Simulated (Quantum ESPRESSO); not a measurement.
LuC2 (Immm), C K edge of atom 2, with 1 C at 1.31 Å, 2 Lu at 2.45 Å and 2 Lu at 2.52 Å (5-fold, site symmetry m2m). Method: Quantum ESPRESSO XSpectra, LDA, excited-electron core hole (neutral cell), 12-atom cell with 5.9 Å between holes, 6×6×6 k points, dipole transitions, Lorentzian half width 0.3 eV up to 4 eV, rising linearly to 2.5 eV at 25 eV, without spin-orbit coupling.

```
CELL_PARAMETERS angstrom
-1.77805 2.33675 2.43151
1.77805 -2.33675 2.43151
1.77805 2.33675 -2.43151
ATOMIC_POSITIONS crystal
Lu 0.00000 0.00000 0.00000
C 0.35979 0.50000 0.85979
C 0.64021 0.50000 0.14022
```

Energy from the energy zero of the input (xe0, at the border of filled and empty states); a common scale on which the isotropic spectrum has a mean of 1 over the first 20 eV.

```csv
E (eV),curve 1,curve 2,curve 3
-2.00,0.07,0.12,0.02
-1.25,0.12,0.23,0.03
-0.50,0.29,0.72,0.06
0.25,1.45,3.70,0.21
1.00,1.40,2.71,0.37
1.75,1.15,1.48,0.32
2.50,1.39,0.91,0.38
3.25,1.10,0.50,0.27
4.00,1.08,0.47,0.29
4.75,1.88,0.66,0.39
5.50,2.08,0.68,0.50
6.25,1.86,0.83,0.81
7.00,1.93,1.35,1.07
7.75,1.71,1.80,1.00
8.50,1.37,1.77,0.91
9.25,1.08,1.47,0.73
10.00,0.85,1.15,0.65
10.75,0.74,0.97,0.70
11.50,0.70,0.93,0.81
12.25,0.67,0.90,1.00
13.00,0.62,0.80,1.25
13.75,0.58,0.70,1.52
14.50,0.58,0.65,1.77
15.25,0.62,0.63,1.79
16.00,0.65,0.60,1.59
16.75,0.66,0.56,1.37
17.50,0.65,0.53,1.21
18.25,0.64,0.51,1.12
19.00,0.63,0.51,1.09
19.75,0.63,0.53,1.09
20.50,0.63,0.57,1.09
21.25,0.63,0.62,1.05
22.00,0.62,0.67,0.99
22.75,0.61,0.71,0.92
23.50,0.60,0.73,0.87
24.25,0.59,0.73,0.83
25.00,0.60,0.70,0.81
25.75,0.60,0.66,0.80
26.50,0.60,0.61,0.78
27.25,0.59,0.58,0.76
28.00,0.58,0.55,0.73
28.75,0.57,0.53,0.70
29.50,0.55,0.52,0.66
30.25,0.53,0.51,0.62
31.00,0.53,0.50,0.59
31.75,0.53,0.51,0.57
```

Q: The curves are for the electric vector along different Cartesian axes of the cell as given, averaged over the symmetry-equivalent atoms. Which is which?

Curve 1: along z, main maxima 0.5 eV (1.62), 5.2 eV (2.18) and 7.1 eV (1.94). Curve 2: along x, main maxima 0.3 eV (3.78), 8.0 eV (1.83) and 23.8 eV (0.74). Curve 3: along y, main maxima 1.1 eV (0.37), 2.7 eV (0.39), 7.0 eV (1.08) and 15.0 eV (1.82). A K edge sees empty p states on the absorber. Each direction probes the empty orbitals that point along it. Lanthanide 4f electrons are frozen in the core. The holes are only 5.9 Å apart, so the shape is probably not converged with cell size; no larger cell was run here.

[Banner, clock and machine lines of the logs are left out without a mark of their own.]

[Logs are printed without paths, hosts, clocks, repeated set-up lines and the standing remarks that a program may print on its own settings, such as how far it seeks lower states.]

[Hosts, paths, dates, database ids (printed as entryN), source tags and the programs' standing remarks are cut or masked in the printed files.]

[Lists of maxima count a maximum above −3 eV only where it reaches 4 % of the highest in the window and stands out from its surroundings by 2 % of it (1.5 % where it reaches 55 %); shoulders and weaker maxima are passed over, and of the rest the first, up to two pre-edge ones and the few strongest are named.]
